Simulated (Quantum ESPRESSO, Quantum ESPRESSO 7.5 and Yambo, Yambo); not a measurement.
# Te2Mo (P6_3/mmc): Bethe-Salpeter spectra with Yambo

Wanted: excitons and ε₂ of Te2Mo (P6_3/mmc), with cost.

Calculated with Quantum ESPRESSO 7.5 and Yambo 5.3.0; PBE and many-body steps on it, plane waves.

### 1. Set-up

It takes space group P6_3/mmc (No. 194, hexagonal). The conventional cell has a = 3.518 Å, b = 3.518 Å, c = 13.974 Å, α = 90.00°, β = 90.00°, γ = 120.00°. Te has 3 Mo at 2.72 Å nearest. Mo has 6 Te at 2.72 Å nearest. Farther neighbours and most contacts between anions are not listed.

Coordinates:

```cif
data_structure
_symmetry_space_group_name_H-M 'P6_3/mmc'
_symmetry_Int_Tables_number 194
_cell_length_a 3.5182
_cell_length_b 3.5182
_cell_length_c 13.9736
_cell_angle_alpha 90.000
_cell_angle_beta 90.000
_cell_angle_gamma 120.000
_cell_volume 149.79
loop_
_atom_site_label
_atom_site_type_symbol
_atom_site_symmetry_multiplicity
_atom_site_Wyckoff_symbol
_atom_site_fract_x
_atom_site_fract_y
_atom_site_fract_z
_atom_site_occupancy
Te1 Te 4 f 0.33333 0.66667 0.62100 1
Mo1 Mo 2 c 0.33333 0.66667 0.25000 1
```

The cell and positions come from the Crystallography Open Database and are kept as given unless a step says otherwise. Spin-orbit coupling is left out unless a step names it.

### 2. Empty states on the mesh, 3×3×1 mesh, 182 bands

This step: Quantum ESPRESSO 7.5; DFT, PBE, plane waves, norm-conserving pseudopotentials.

The sums over transitions need many empty states on a uniform mesh; this step solves for them.

The input, pw.in:

```
&control
  calculation = 'nscf'
  prefix = 'x'
  outdir = 'o'
  pseudo_dir = 'pseudo'
/
&system
  ibrav = 0
  nat = 6
  ntyp = 2
  ecutwfc = 88.0
  nbnd = 182
  force_symmorphic = .true.
/
&electrons
  conv_thr = 1e-9
  electron_maxstep = 80
  diago_full_acc = .true.
  diago_thr_init = 5e-6
/
ATOMIC_SPECIES
  Te 127.6 Te.upf
  Mo 95.95 Mo.upf
CELL_PARAMETERS angstrom
  3.5182000000 -0.0000000000 0.0000000000
  -1.7591000000 3.0468505756 0.0000000000
  0.0000000000 0.0000000000 13.9736000000
ATOMIC_POSITIONS crystal
  Te 0.3333333333 0.6666666667 0.6210000000
  Te 0.6666666667 0.3333333333 0.1210000000
  Te 0.3333333333 0.6666666667 0.8790000000
  Te 0.6666666667 0.3333333333 0.3790000000
  Mo 0.3333333333 0.6666666667 0.2500000000
  Mo 0.6666666667 0.3333333333 0.7500000000
K_POINTS automatic
  3 3 1 0 0 0
```

Run with:

```sh
> OMP_NUM_THREADS=1 mpirun -n 8 pw.x -nk 4 -in pw.in > pw.out
```

Output:

```text
Program PWSCF v.7.5 starts

     This program is part of the open-source Quantum ESPRESSO suite
     for quantum simulation of materials; please cite
         "P. Giannozzi et al., J. Phys.:Condens. Matter 21 395502 (2009);
         "P. Giannozzi et al., J. Phys.:Condens. Matter 29 465901 (2017);
         "P. Giannozzi et al., J. Chem. Phys. 152 154105 (2020);
     in publications or presentations arising from this work. More details at

     Atomic positions and unit cell read from directory:
     o/x.save/

     Message from routine setup:
[...]
-145.4667-145.4667-145.4667-145.4667 -95.5149 -95.5149 -95.5149 -95.5149
[...]
19.1512  19.7453  21.7381  22.2567  22.2567  23.5556  23.5556  23.8736
     [... 11 further rows ...]
    48.6273  49.0150  49.0433  49.1662  50.3709  50.3709  50.4808  50.4808
    51.7525  51.8918  52.2842  52.2842  52.9717  52.9721

     highest occupied, lowest unoccupied level (ev):    13.9010   14.8757

     XML data file, pseudopotentials, collected wavefunctions

=------------------------------------------------------------------------------=
   JOB DONE.
=------------------------------------------------------------------------------=
```

Wall time 24 s (8 MPI ranks of Arm Neoverse V2, shared host); peak memory 1.2 GiB.

Numbers from this step:

- gap: 0.9746 eV
- k of the valence top: 0, 0, 0
- k of the conduction bottom: 0.3333, 0.3333, 0
- least direct gap: 1.038 eV
- k points computed: 3
- lowest point of the top converged band, above the valence top: 39.07 eV

On this mesh the gap is 0.975 eV.

The density comes from a self-consistent run that is not shown.

### 3. Conversion and set-up

This step: Yambo 5.3.0; conversion and set-up on PBE, plane waves, norm-conserving pseudopotentials.

The states are converted to the many-body program's format and the q mesh is built.

Run with:

```sh
> (cd o/x.save; p2y > p2y.log; mv SAVE ../..); yambo > setup.log
```

Output:

```text
 Yambo, version 5.3.0

 [02] CORE Variables Setup
 =========================

  [02.01] Unit cells
  ==================

  Cell kind             :  HCP
  Atoms in the cell     :  Te  Mo
  number of Te atoms    :   4
  number of Mo atoms    :  2

  List of atomic masses
  Mass of Te    :  127.6000
  Mass of Mo    :  95.95000

  List of atomic coordinates    : [cc]
  Te1       : -0.33242E-09   3.8385       16.398      order 1
  Te2       :  3.324217  1.919238  3.195160  order 2
  Te3       : -0.33242E-09   3.8385       23.211      order 3
[...]
0.000000  0.000000  0.000000  0.000000  0.000000  0.000000  0.000000  0.000000

 [03] Transferred momenta grid and indexing
 ==========================================

 IBZ Q-points                                      :  3
 BZ  Q-points                                      :   9

 K/Q-points units:
 rlu = crystal or reduced units; cc = cartesian coordinates; iku = interal k-units

 Q [1]          [rlu]:  0.000000  0.000000  0.000000
 Q [2]          [rlu]:  0.88392E-16  0.33333       0.0000
 Q [3]          [rlu]:  0.333333  0.333333  0.000000

  [03.01] X indexes
  =================

   [03.01.01] Sigma indexes
   ========================

 [06] Game Over & Game summary
```

The job ended after 2.5 s (1 MPI rank; peak memory 0.25 GiB).

### 4. Screening and self-energy, 3×3×1 mesh, 182 bands, screening to 95.2 eV

Now the one-shot GW correction: screening in the RPA, then the self-energy of the levels asked for.

This step: G0W0 on PBE, plane waves, norm-conserving pseudopotentials.

The input, gw1.in:

```
HF_and_locXC
gw0
dyson
ppa
em1d
rim_cut
RandQpts= 1000000
RandGvec= 1 RL
EXXRLvcs= 88 Ry
VXCRLvcs= 352 Ry
Chimod= "HARTREE"
% BndsRnXp
 1 | 182 |
%
NGsBlkXp= 7 Ry
% LongDrXp
 1 | 1 | 1 |
%
% GbndRnge
 1 | 182 |
%
DysSolver= "n"
ExtendOut
PPAPntXp= 27.21138 eV
% QPkrange
 1 | 1 | 61 | 64 |
 3 | 3 | 61 | 64 |
%
```

Run with:

```sh
> OMP_NUM_THREADS=2 mpirun -n 4 yambo -F gw1.in -J gw1 -C gw1 > gw1.log
```

Output:

```text
 Yambo, version 5.3.0

 [02] CORE Variables Setup
 =========================

  [... cell, symmetries and grids as in the set-up ...]

  [02.05] Energies & Occupations
  ==============================

  [X] === General ===
  [X] Electronic Temperature                        :  0.000000  0.000000 [eV K]
  [X] Bosonic    Temperature                        :  0.000000  0.000000 [eV K]
  [X] Finite Temperature mode                       : no
  [X] El. density                                   :  0.82783E+24 [cm-3]
[...]
QP @ state[ 1 ] b range                          :   61   64
   QP @ state[ 2 ] K range                          :  3  3
   QP @ state[ 2 ] b range                          :   61   64
   GF energies kind                                 : Perdew, Burke & Ernzerhof(X)+Perdew, Burke & Ernzerhof(C)
   GF WF`s kind                                     : Perdew, Burke & Ernzerhof(X)+Perdew, Burke & Ernzerhof(C)
   Xs energies kind                                 : Perdew, Burke & Ernzerhof(X)+Perdew, Burke & Ernzerhof(C)
   Xs WF`s kind                                     : Perdew, Burke & Ernzerhof(X)+Perdew, Burke & Ernzerhof(C)

 [11] Game Over & Game summary
```

The job ended after 44 s (4 MPI ranks; peak memory 3.3 GiB; 4.6 min of CPU time).

This step gave:

```yaml
g0w0_gap_on_the_points_computed: 1.425 eV
starting_gap_on_the_mesh: 0.9746 eV
k_of_the_valence_top: 0, 0, 0
k_of_the_conduction_bottom: 0.3333, 0.3333, 0
least_direct_g0w0_gap_on_the_computed_points: 1.471 eV
```

The gap on the mesh goes from 0.97 eV to 1.42 eV, a correction of +0.45 eV.

The gap opens by 0.450 eV; the next steps shift the empty bands rigidly by 0.433 eV, the correction at the start's least direct gap. The exciton steps add spin-orbit coupling, which this shift does not hold.

### 5. Empty states on the mesh, 3×3×1 mesh, 194 bands

This step: Quantum ESPRESSO 7.5; DFT, PBE with spin-orbit coupling, plane waves, norm-conserving pseudopotentials.

Changes to pw.in since step 2:

```diff
@@ -11,4 +11,6 @@
   ecutwfc = 88.0
-  nbnd = 182
+  nbnd = 194
   force_symmorphic = .true.
+  noncolin = .true.
+  lspinorb = .true.
 /
```

Run with:

```sh
> OMP_NUM_THREADS=1 mpirun -n 8 pw.x -nk 4 -in pw.in > pw.out
```

Output:

```text
[banner, memory and clock lines left out]
Program PWSCF v.7.5 starts

     Atomic positions and unit cell read from directory:
     o/x.save/

     Message from routine setup:
     using ibrav=0 with symmetry is DISCOURAGED, use correct ibrav instead

     Message from routine divide_et_impera:
     suboptimal parallelization: some nodes have no k-points

     bravais-lattice index     =            0
     lattice parameter (alat)  =       6.6484  a.u.
     unit-cell volume          =    1010.8264 (a.u.)^3
     number of atoms/cell      =            6
[...]
[... 13 further rows ...]
[...]
29.5234  29.5234

          k = 0.3333 0.5774 0.0000 ( 14094 PWs)   bands (ev):

  -145.2911-145.2911-145.2911-145.2911-145.2910-145.2910-145.2910-145.2910
  -102.1088-102.1088-102.1088-102.1088-102.1087-102.1087-102.1087-102.1087
[...]
-22.0904 -22.0904 -22.0811 -22.0811 -22.0584 -22.0584 -22.0353 -22.0353
     [... 13 further rows ...]
    28.1752  28.1752  29.2371  29.2371  29.3263  29.3263  30.1108  30.1109
    30.5010  30.5011

     highest occupied, lowest unoccupied level (ev):    13.9450   14.8729

     XML data file, pseudopotentials, collected wavefunctions
```

Elapsed: 30 s, on 8 MPI ranks; peak memory 2 GiB; 3.9 min of CPU time.

Numbers from this step:

| Item | Value |
| --- | --- |
| gap | 0.9280 eV |
| k of the valence top | 0, 0, 0 |
| k of the conduction bottom | 0.3333, 0.3333, 0 |
| least direct gap | 0.9720 eV |
| k points computed | 3 |
| lowest point of the top converged band, above the valence top | 14.74 eV |

On this mesh the gap is 0.928 eV.

The density comes from a self-consistent run that is not shown, made with spin-orbit coupling and fully relativistic files.

### 6. Conversion and set-up

This step: Yambo 5.3.0; conversion and set-up on PBE with spin-orbit coupling, plane waves, norm-conserving pseudopotentials.

Run with:

```sh
> (cd o/x.save; p2y > p2y.log; mv SAVE ../..); yambo > setup.log
```

Output:

```text
 Yambo, version 5.3.0

 [02] CORE Variables Setup
 =========================

  [02.01] Unit cells
  ==================

  Cell kind             :  HCP
  Atoms in the cell     :  Te  Mo
  number of Te atoms    :   4
  number of Mo atoms    :  2

  List of atomic masses
  Mass of Te    :  127.6000
  Mass of Mo    :  95.95000

  List of atomic coordinates    : [cc]
  Te1       : -0.33242E-09   3.8385       16.398      order 1
  Te2       :  3.324217  1.919238  3.195160  order 2
  Te3       : -0.33242E-09   3.8385       23.211      order 3
[...]
0.000000  0.000000  0.000000  0.000000  0.000000  0.000000  0.000000  0.000000
   0.000000  0.000000

 [03] Transferred momenta grid and indexing
 ==========================================

 IBZ Q-points                                      :  3
 BZ  Q-points                                      :   9

 K/Q-points units:
 rlu = crystal or reduced units; cc = cartesian coordinates; iku = interal k-units

 Q [1]          [rlu]:  0.000000  0.000000  0.000000
 Q [2]          [rlu]:  0.88392E-16  0.33333       0.0000
 Q [3]          [rlu]:  0.333333  0.333333  0.000000

  [03.01] X indexes
  =================

   [03.01.01] Sigma indexes
   ========================

 [06] Game Over & Game summary
```

It took 2.9 s on 1 MPI rank; peak memory 0.25 GiB.

(Continued in part 2 of 2.)

[Paths, hosts, dates, memory and timing lines, banners, echoed tables and standing remarks are left out of the program output.]

[Logs are printed without paths, hosts, clocks, repeated set-up lines and the standing remarks that a program may print on its own settings, such as how far it seeks lower states.]

[Runs of the session that timed out or met a known fault of the program may be left out.]

[Hosts, paths, dates, database ids (printed as entryN), source tags and the programs' standing remarks are cut or masked in the printed files.]
